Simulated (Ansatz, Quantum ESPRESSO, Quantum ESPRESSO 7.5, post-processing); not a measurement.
**vacuum gap of 6.0 Å between two Ir(100) faces: ballistic transmission**

How well does the junction conduct in the ballistic limit? It is: vacuum gap of 6.0 Å between two Ir(100) faces.

Method: plane-wave DFT, LDA, GBRV ultrasoft pseudopotentials (cross-check by Ansatz 0.2.0 with PAW datasets), in Quantum ESPRESSO 7.5.

## 1. The starting structure

The cell holds 16 atoms: 16 Ir. Cell: a = 2.737 Å, b = 2.737 Å, c = 35.025 Å, α = 90.0°, β = 90.0°, γ = 90.0°. It derives from Ir. Regions: left lead, 8 atoms (8 Ir); right lead, 8 atoms (8 Ir). The structure is stacked along c, and the current runs across the ab planes.

## 2. Ground state

One periodic cell holds a stretch of lead, the junction and more lead; the atoms stay as built.

scf.in reads:

```
&control
  prefix = 'scf'
  outdir = './out'
  pseudo_dir = './pseudo'
  calculation = 'scf'
  tprnfor = .true.
/
&system
  ibrav = 0
  nat = 16
  ntyp = 1
  ecutwfc = 40
  ecutrho = 200
  occupations = 'smearing'
  smearing = 'mv'
  degauss = 0.01
/
&electrons
  conv_thr = 1e-07
  mixing_beta = 0.25
  electron_maxstep = 120
  mixing_mode = 'local-TF'
/
ATOMIC_SPECIES
  Ir  192.2170  ir_lda_v1.2.uspp.F.UPF
CELL_PARAMETERS angstrom
  2.73650324319194 0.00000000000000 0.00000000000000
  0.00000000000000 2.73650324319194 0.00000000000000
  0.00000000000000 0.00000000000000 35.02500000000000
ATOMIC_POSITIONS crystal
  Ir  0.000000000000 0.000000000000 0.000000000000
  Ir  0.500000000000 0.500000000000 0.055246252677
  Ir  0.000000000000 0.000000000000 0.110492505353
  Ir  0.500000000000 0.500000000000 0.165738758030
  Ir  0.000000000000 0.000000000000 0.220985010707
  Ir  0.500000000000 0.500000000000 0.276231263383
  Ir  0.000000000000 0.000000000000 0.331477516060
  Ir  0.500000000000 0.500000000000 0.386723768737
  Ir  0.000000000000 0.000000000000 0.558029978587
  Ir  0.500000000000 0.500000000000 0.613276231263
  Ir  0.000000000000 0.000000000000 0.668522483940
  Ir  0.500000000000 0.500000000000 0.723768736617
  Ir  0.000000000000 0.000000000000 0.779014989293
  Ir  0.500000000000 0.500000000000 0.834261241970
  Ir  0.000000000000 0.000000000000 0.889507494647
  Ir  0.500000000000 0.500000000000 0.944753747323
K_POINTS automatic
  9 9 1 0 0 0
```

On the command line:

```sh
OMP_NUM_THREADS=1 mpirun -n 4 pw.x -nk 4 -in scf.in > scf.out
```

Then come: transmission with pwcond.x; the open system, with ewind = 1.0; cross-check with Ansatz; all levels side by side; A check by hand. Settings of the main run: cutoff 40 Ry, smearing, Marzari-Vanderbilt smearing, smearing width 0.01 Ry, SCF threshold 1.00e-7 Ry, gbrv-lda-1.5 potentials, 9×9×1 k-mesh, mpi ranks 4, pools 4, omp threads 1.

Before running: what should come out for the conductance from T at the Fermi level, a cell (G₀ = 2e²/h)?

The junction conducts 0.0129 G₀ a cell at the Fermi level (LDA, GBRV ultrasoft). At the Fermi level the junction passes 0.67 % of what the leads offer, the tunnelling regime. At the Fermi level pwcond and Ansatz differ by 1.6 %, a close match.

| Property | Result |
| --- | --- |
| conductance from T at the Fermi level, a cell (G₀ = 2e²/h) | 0.0129 G₀ |
| conductance per area | 13.4 S/μm² |
| lead channels per spin | 1.92 |
| the same conductance by Ansatz | 0.0131 G₀ |

Points with over 2.5 times the mean carry 59 % of T, so the mean leans on few points, and the mesh was not tested. Over -0.4 to 0.4 eV, T lies between 0.0069 and 0.014 per spin. The geometry is as built, not relaxed, and the leads are short. Semilocal functionals lack the image potential in a vacuum gap. Spin-orbit coupling is left out; depending on the atoms that carry the levels of interest, it can split and shift them by tenths of an eV to an eV or more.

[Logs are printed without paths, hosts, clocks, repeated set-up lines and the standing remarks that a program may print on its own settings, such as how far it seeks lower states.]

[Hosts, paths, dates, database ids (printed as entryN), source tags and the programs' standing remarks are cut or masked in the printed files.]

[Maps of the electrostatic potential energy from Ansatz leave out the sawtooth potential of an applied field or a dipole correction, so their vacuum need not be flat; planar profiles and work functions include it.]
